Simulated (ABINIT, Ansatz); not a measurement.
# CsCdH3 (Pm-3m): zone-centre phonons, part 2 of 4

Aim: the zone-centre modes of CsCdH3 (Pm-3m).

ABINIT 10.8.3; DFT PBEsol, scalar-relativistic, plane waves, PseudoDojo norm-conserving pseudopotentials.

So far. Step 2 (Relaxation): The volume changes by +0.2 % from the cell with which this run began. Step 3 (Ground state): The cell stands at -0.23 GPa: the relaxation ran with a smoothed and higher cutoff, and the difference is a stress of the finite basis. The relaxed cell has a = 4.233 Å (conventional setting).

The structure was built from a prototype and need not be the compound's stable phase.

## (4) Zone-centre response

At q = 0 one unit cell holds all displacements. The response is solved for single atoms along the cell's directions, and symmetry skips those that follow from others. The crystal is treated as a metal, which screens a static field, so no field response is asked.

Contents of dfpt_gamma.abi:

```

# common to the responses
getwfk_filepath "gso_WFK"
kptopt 2
nqpt 1
qpt 0.0 0.0 0.0
asr 0
chneut 0

# displacements
rfphon 1
rfatpol 1 5
rfdir 1 1 1
tolvrs 1.0d-10
prtwf 0

# basis, mesh and filling
ecut 47.0
ngkpt 6 6 6
nshiftk 1
shiftk 0.0 0.0 0.0
istwfk *1
occopt 3
tsmear 0.01
nband 24
nstep 100
diemac 1000000.0
prtebands 0
prtgsr 0
useylm 1

# cell and atoms
acell 3*1.0 Angstrom
rprim 
    4.232686503 0.0 0.0
    0.0 4.232686503 0.0
    0.0 0.0 4.232686503
ntypat 3
znucl 55 48 1
natom 5
typat 1 2 3 3 3
xred 
    0.0 0.0 0.0
    0.5 0.5 0.5
    0.5 0.5 0.0
    0.5 0.0 0.5
    0.0 0.5 0.5
pp_dirpath "./pseudo"
pseudos "Cs.upf, Cd.upf, H.upf"
```

Command:

```sh
OMP_NUM_THREADS=1 mpirun -n 4 abinit dfpt_gamma.abi > dfpt_gamma.log
```

Numbers of over 12 decimals in the logs are rounded to 6 here.

dfpt_gamma.abo, the main output file:

```text
[banners, grids, parts of the stress and lines that vanish by symmetry left out]
- input  file    -> dfpt_gamma.abi
- output file    -> dfpt_gamma.abo
- root for input  files -> dfpt_gammai
- root for output files -> dfpt_gammao

 Symmetries : space group Pm -3 m (#221); Bravais cP (primitive cubic)
================================================================================
 Values of the parameters that define the memory need of the present run (RF).
     intxc =       0      iscf =       7    lmnmax =      32     lnmax =       8
     mgfft =      50  mpssoang =       4    mqgrid =    3001     natom =       5
  nloc_mem =       1    nspden =       1   nspinor =       1    nsppol =       1
      nsym =      48    n1xccc =    2501    ntypat =       3    occopt =       3
   xclevel =       2
-    mband =          24        mffmem =           1         mkmem =          28
-   mkqmem =          28        mk1mem =          28           mpw =        7920
      nfft =      125000          nkpt =         112
- my_mband =          24
================================================================================
================================================================================

--------------------------------------------------------------------------------
------------- Echo of variables that govern the present computation ------------
--------------------------------------------------------------------------------
-
- outvars: echo of selected default values
-   iomode0 =  0 , fftalg0 =312 , wfoptalg0 =  0
-
- outvars: echo of global parameters not present in the input file
-  max_nthreads =    1
-
 -outvars: echo values of preprocessed input variables
 [... echo left out ...]
================================================================================

 chkinp: Checking input parameters for consistency.

[...]
== DATASET  1 ==================================================================
-   mpi_nproc: 4, omp_nthreads: 1 (-1 if OMP is not activated)

--- !DatasetInfo
iteration_state: {dtset: 1, }
dimensions: {natom: 5, nkpt: 112, mband: 24, nsppol: 1, nspinor: 1, nspden: 1, mpw: 7920, }
cutoff_energies: {ecut:  47.0, pawecutdg:  -1.0, }
electrons: {nelect:   3.20000000E+01, charge:   0.00000000E+00, occopt:   3.00000000E+00, tsmear:   1.00000000E-02, }
meta: {optdriver: 1, rfphon: 1, }
...

 mkfilename: getwfk from: gso_WFK

 Real(R)+Recip(G) space primitive vectors, cartesian coordinates (Bohr,Bohr^-1):
 R(1)=  7.9986183  0.0000000  0.0000000  G(1)=  0.1250216  0.0000000  0.0000000
 R(2)=  0.0000000  7.9986183  0.0000000  G(2)=  0.0000000  0.1250216  0.0000000
 R(3)=  0.0000000  0.0000000  7.9986183  G(3)=  0.0000000  0.0000000  0.1250216
 Unit cell volume ucvol=  5.1173475E+02 bohr^3
 Angles (23,13,12)=  9.00000000E+01  9.00000000E+01  9.00000000E+01 degrees
 setup1 : take into account q-point for computing boxcut.

 getcut: wavevector=  0.0000  0.0000  0.0000  ngfft=  50  50  50
         ecut(hartree)=     47.000   => boxcut(ratio)=   2.02554

--- Pseudopotential description ------------------------------------------------
- pspini: atom type   1  psp file is ./pseudo/Cs.upf

- pspini: atom type   2  psp file is ./pseudo/Cd.upf

- pspini: atom type   3  psp file is ./pseudo/H.upf

   1.48670321E+03                                ecore*ucvol(ha*bohr**3)
--------------------------------------------------------------------------------

 ==>  initialize data related to q vector <==

 The list of irreducible perturbations for this q vector is:
    1)    idir= 1    ipert=   1
    2)    idir= 1    ipert=   2
    3)    idir= 1    ipert=   3
    4)    idir= 3    ipert=   3

[...]
The perturbation idir=   2  ipert=   1 is
 symmetric of a previously calculated perturbation.
 So, its SCF calculation is not needed.

 The perturbation idir=   3  ipert=   1 is
 symmetric of a previously calculated perturbation.
 So, its SCF calculation is not needed.

 The perturbation idir=   2  ipert=   2 is
 symmetric of a previously calculated perturbation.
 So, its SCF calculation is not needed.

 The perturbation idir=   3  ipert=   2 is
 symmetric of a previously calculated perturbation.
 So, its SCF calculation is not needed.

[...]
The perturbation idir=   2  ipert=   5 is
 symmetric of a previously calculated perturbation.
 So, its SCF calculation is not needed.

 The perturbation idir=   3  ipert=   5 is
 symmetric of a previously calculated perturbation.
 So, its SCF calculation is not needed.

--------------------------------------------------------------------------------
 Perturbation wavevector (in red.coord.)   0.000000  0.000000  0.000000
 Perturbation : displacement of atom   1   along direction   1
 Found     8 symmetries that leave the perturbation invariant.

[...]
dfpt_looppert : total number of electrons, from k and k+q
  fully or partially occupied states are    3.200000E+01 and    3.200000E+01.
 Initialisation of the first-order wave-functions :
  ireadwf=   0

--- !BeginCycle
iteration_state: {dtset: 1, }
solver: {iscf: 7, nstep: 100, nline: 4, wfoptalg: 0, }
tolerances: {tolvrs: 1.00E-10, }
...

     iter   2DEtotal(Ha)        deltaE(Ha) residm    vres2
-ETOT  1   2.851468     -6.087E+02 4.618E+00 3.043E+02
 ETOT  2   2.296636     -5.548E-01 5.640E-01 1.435E+01
 ETOT  3   2.270821     -2.581E-02 1.163E-01 3.063E+00
 ETOT  4   2.268312     -2.509E-03 4.872E-02 2.030E-01
 ETOT  5   2.268007     -3.052E-04 6.792E-03 7.426E-03
[...]
At SCF step   14       vres2   =  2.06E-12 < tolvrs=  1.00E-10 =>converged.
[...]
Mean square residual over all n,k,spin=   30.894E-09; max=  20.645E-06

 Thirteen components of 2nd-order total energy (hartree) are
 1,2,3: 0th-order hamiltonian combined with 1st-order wavefunctions
     kin0=   4.06761365E+02 eigvalue=   2.53867542E+01  local=  -2.89299070E+02
 4,5,6: 1st-order hamiltonian combined with 1st and 0th-order wfs
 loc psp =  -4.72551460E+02  Hartree=   1.70813484E+02     xc=  -5.03094962E+01
 note that "loc psp" includes a xc core correction that could be resolved
 7,8,9: eventually, occupation + non-local contributions
    edocc=   7.63074817E+01     enl0=   2.69625814E+02   enl1=  -7.46021207E+02
 1-9 gives the relaxation energy (to be shifted if some occ is /=2.0)
   erelax=  -6.09286334E+02
 10,11,12 Non-relaxation  contributions : frozen-wavefunctions and Ewald
 fr.local=   1.26001076E+02 fr.nonlo=   3.75397683E+02  Ewald=   1.08403670E+02
 13,14 Frozen wf xc core corrections (1) and (2)
 frxc 1  =  -7.36416884E+01  frxc 2 =   7.53935727E+01
 Resulting in :
 2DEtotal=    0.2267978444E+01 Ha. Also 2DEtotal=    0.617148374457E+02 eV
    (2DErelax=   -6.0928633365E+02 Ha. 2DEnonrelax=    6.1155431209E+02 Ha)
    (  non-var. 2DEtotal :    2.2679784471E+00 Ha)

[...]
Perturbation wavevector (in red.coord.)   0.000000  0.000000  0.000000
 Perturbation : displacement of atom   2   along direction   1
 Found     8 symmetries that leave the perturbation invariant.

[...]
dfpt_looppert : total number of electrons, from k and k+q
  fully or partially occupied states are    3.200000E+01 and    3.200000E+01.
 Initialisation of the first-order wave-functions :
  ireadwf=   0

--- !BeginCycle
iteration_state: {dtset: 1, }
solver: {iscf: 7, nstep: 100, nline: 4, wfoptalg: 0, }
tolerances: {tolvrs: 1.00E-10, }
...

     iter   2DEtotal(Ha)        deltaE(Ha) residm    vres2
-ETOT  1   9.268491     -2.405E+04 2.402E+02 2.244E+02
[...]
At SCF step   14       vres2   =  5.68E-11 < tolvrs=  1.00E-10 =>converged.
[...]
Mean square residual over all n,k,spin=   14.218E-09; max=  12.406E-06

 Thirteen components of 2nd-order total energy (hartree) are
 1,2,3: 0th-order hamiltonian combined with 1st-order wavefunctions
     kin0=   2.18107920E+04 eigvalue=   1.48127287E+03  local=  -1.44727033E+04
 4,5,6: 1st-order hamiltonian combined with 1st and 0th-order wfs
 loc psp =  -2.06208458E+04  Hartree=   6.03547166E+03     xc=  -8.44008778E+02
 note that "loc psp" includes a xc core correction that could be resolved
 7,8,9: eventually, occupation + non-local contributions
    edocc=   1.52505599E+02     enl0=   9.89681564E+03   enl1=  -2.74994456E+04
 1-9 gives the relaxation energy (to be shifted if some occ is /=2.0)
   erelax=  -2.40601457E+04
 10,11,12 Non-relaxation  contributions : frozen-wavefunctions and Ewald
 fr.local=   1.03701504E+04 fr.nonlo=   1.37674974E+04  Ewald=   1.25685414E+02
 13,14 Frozen wf xc core corrections (1) and (2)
 frxc 1  =  -1.30039923E+03  frxc 2 =   1.09835423E+03
 Resulting in :
 2DEtotal=    0.1142511201E+01 Ha. Also 2DEtotal=    0.310893135679E+02 eV
    (2DErelax=   -2.4060145704E+04 Ha. 2DEnonrelax=    2.4061288215E+04 Ha)
    (  non-var. 2DEtotal :    1.1425174527E+00 Ha)

[...]
Perturbation wavevector (in red.coord.)   0.000000  0.000000  0.000000
 Perturbation : displacement of atom   3   along direction   1
 Found     4 symmetries that leave the perturbation invariant.

[...]
dfpt_looppert : total number of electrons, from k and k+q
  fully or partially occupied states are    3.200000E+01 and    3.200000E+01.
 Initialisation of the first-order wave-functions :
  ireadwf=   0

--- !BeginCycle
iteration_state: {dtset: 1, }
solver: {iscf: 7, nstep: 100, nline: 4, wfoptalg: 0, }
tolerances: {tolvrs: 1.00E-10, }
...

     iter   2DEtotal(Ha)        deltaE(Ha) residm    vres2
-ETOT  1   1.249214     -6.024E+01 4.872E+00 1.007E+03
[...]
At SCF step   14       vres2   =  3.24E-11 < tolvrs=  1.00E-10 =>converged.
[...]
Mean square residual over all n,k,spin=   26.418E-10; max=  20.593E-07

 Thirteen components of 2nd-order total energy (hartree) are
 1,2,3: 0th-order hamiltonian combined with 1st-order wavefunctions
     kin0=   6.50588552E+01 eigvalue=  -2.02776622E+00  local=  -1.19602389E+01
 4,5,6: 1st-order hamiltonian combined with 1st and 0th-order wfs
 loc psp =  -8.71174520E+01  Hartree=   1.36028252E+01     xc=  -8.53465496E+00
 note that "loc psp" includes a xc core correction that could be resolved
 7,8,9: eventually, occupation + non-local contributions
    edocc=   4.74618571E+00     enl0=  -4.85788449E-01   enl1=  -3.36813834E+01
 1-9 gives the relaxation energy (to be shifted if some occ is /=2.0)
   erelax=  -6.03994177E+01
 10,11,12 Non-relaxation  contributions : frozen-wavefunctions and Ewald
 fr.local=   6.15079520E+01 fr.nonlo=   1.70188247E+01  Ewald=  -1.70400664E+01
 13,14 Frozen wf xc core corrections (1) and (2)
 frxc 1  =   0.00000000E+00  frxc 2 =   0.00000000E+00
 Resulting in :
 2DEtotal=    0.1087292650E+01 Ha. Also 2DEtotal=    0.295867402497E+02 eV
    (2DErelax=   -6.0399417657E+01 Ha. 2DEnonrelax=    6.1486710306E+01 Ha)
    (  non-var. 2DEtotal :    1.0872926510E+00 Ha)

[...]
Perturbation wavevector (in red.coord.)   0.000000  0.000000  0.000000
 Perturbation : displacement of atom   3   along direction   3
 Found     8 symmetries that leave the perturbation invariant.

--------------------------------------------------------------------------------

--------------------------------------------------------------------------------

 dfpt_looppert : total number of electrons, from k and k+q
  fully or partially occupied states are    3.200000E+01 and    3.200000E+01.
 Initialisation of the first-order wave-functions :
  ireadwf=   0

--- !BeginCycle
iteration_state: {dtset: 1, }
solver: {iscf: 7, nstep: 100, nline: 4, wfoptalg: 0, }
tolerances: {tolvrs: 1.00E-10, }
...

     iter   2DEtotal(Ha)        deltaE(Ha) residm    vres2
-ETOT  1   2.181297     -6.161E+01 2.772E+00 3.535E+03
[...]
ETOT 13   1.415016     -3.915E-11 2.248E-05 8.753E-10
 ETOT 14   1.415016     -7.390E-12 1.102E-06 1.580E-11

 At SCF step   14       vres2   =  1.58E-11 < tolvrs=  1.00E-10 =>converged.
[...]
Mean square residual over all n,k,spin=   14.652E-10; max=  11.023E-07

 Thirteen components of 2nd-order total energy (hartree) are
 1,2,3: 0th-order hamiltonian combined with 1st-order wavefunctions
     kin0=   6.77617538E+01 eigvalue=  -1.87147432E+00  local=  -1.48586802E+01
 4,5,6: 1st-order hamiltonian combined with 1st and 0th-order wfs
 loc psp =  -9.05826912E+01  Hartree=   1.51538901E+01     xc=  -8.73403404E+00
 note that "loc psp" includes a xc core correction that could be resolved
 7,8,9: eventually, occupation + non-local contributions
    edocc=   5.67743375E+00     enl0=  -7.52682486E-01   enl1=  -3.41697219E+01
 1-9 gives the relaxation energy (to be shifted if some occ is /=2.0)
   erelax=  -6.23762066E+01
 10,11,12 Non-relaxation  contributions : frozen-wavefunctions and Ewald
 fr.local=  -3.51826062E+01 fr.nonlo=   1.61905978E+01  Ewald=   8.27832308E+01
 13,14 Frozen wf xc core corrections (1) and (2)
 frxc 1  =   0.00000000E+00  frxc 2 =   0.00000000E+00
 Resulting in :
 2DEtotal=    0.1415015844E+01 Ha. Also 2DEtotal=    0.385045426727E+02 eV
    (2DErelax=   -6.2376206556E+01 Ha. 2DEnonrelax=    6.3791222400E+01 Ha)
    (  non-var. 2DEtotal :    1.4150158040E+00 Ha)

[...]
---- first-order wavefunction calculations are completed ----

 ==> Compute Derivative Database <==

 [... matrices left out ...]
  Phonon wavevector (reduced coordinates) :  0.00000  0.00000  0.00000
 Phonon energies in Hartree :
  -2.230087E-05 -2.230087E-05 -2.230087E-05  3.916158E-04  3.916158E-04
   3.916158E-04  2.240590E-03  2.240590E-03  2.240590E-03  3.038940E-03
   3.038940E-03  3.038940E-03  4.044980E-03  4.044980E-03  4.044980E-03
 Phonon frequencies in cm-1    :
- -4.894476E+00 -4.894476E+00 -4.894476E+00  8.594973E+01  8.594973E+01
-  8.594973E+01  4.917527E+02  4.917527E+02  4.917527E+02  6.669702E+02
-  6.669702E+02  6.669702E+02  8.877704E+02  8.877704E+02  8.877704E+02

== END DATASET(S) ==============================================================
================================================================================

 -outvars: echo values of variables after computation
            acell      1.8897261259E+00  1.8897261259E+00  1.8897261259E+00 Bohr
           etotal      1.4150158439E+00
            fcart      0.0000000000E+00  0.0000000000E+00  0.0000000000E+00
           strten      0.0000000000E+00  0.0000000000E+00  0.0000000000E+00
================================================================================
```

Elapsed: 9.8 min, on 4 MPI ranks of Intel Xeon at 2.70GHz, shared host.

Numbers from this step:

```
largest acoustic frequency at the zone centre before the sum rule : -4.89 cm⁻¹
highest optical zone-centre mode (no LO-TO term)                  : 887.8 cm⁻¹
lowest optical zone-centre mode                                   : 85.95 cm⁻¹
```

The acoustic modes at Γ come out as far as 4.9 cm⁻¹ from zero, where they should vanish, a small numerical error.

(Continued in part 3 of 4.)

[Host names and launcher messages were left out of these logs when they were recorded.]

[Logs are printed without paths, hosts, clocks, repeated set-up lines and the standing remarks that a program may print on its own settings, such as how far it seeks lower states.]

[Hosts, paths, dates, database ids (printed as entryN), source tags and the programs' standing remarks are cut or masked in the printed files.]
